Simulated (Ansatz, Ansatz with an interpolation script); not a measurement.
Rows from a G0W0 calculation on VBiO4 (Clinobisvanite) (Ansatz 0.2.0; G0W0 on LDA, plane waves, PAW; PAW set soft_1; 4×4×4 mesh, 644 empty bands, screening to 150 eV, PAW set soft_1 files), in eV. Spin-orbit coupling is left out.

```tsv
row	Σx	Σc	Vxc	Z
A	-15.51	-6.19	-23.04	0.72
B	-24.23	2.96	-21.16	0.73
C	-15.60	-6.03	-22.95	0.72
D	-24.58	3.10	-21.38	0.73
E	-15.28	-5.89	-22.44	0.72
F	-16.00	-6.09	-23.40	0.71
```

**Question.** Which rows are filled states and which are empty ones, and how can one tell?

Filled: B and D. Empty: A, C, E and F. The sign of Σc tells: for a filled state bare exchange, which holds its interaction with itself, lies below Vxc (Σx − Vxc is -3.1 eV or lower here) and screening gives part back as a positive Σc. For an empty state Σx lies above Vxc (+7.2 eV or more) and the Coulomb hole leaves Σc negative.

[Paths, hosts, dates, memory and timing lines, banners, echoed tables and standing remarks are left out of the program output.]

[Logs are printed without paths, hosts, clocks, repeated set-up lines and the standing remarks that a program may print on its own settings, such as how far it seeks lower states.]

[Runs of the session that timed out or met a known fault of the program may be left out.]

[Hosts, paths, dates, database ids (printed as entryN), source tags and the programs' standing remarks are cut or masked in the printed files.]
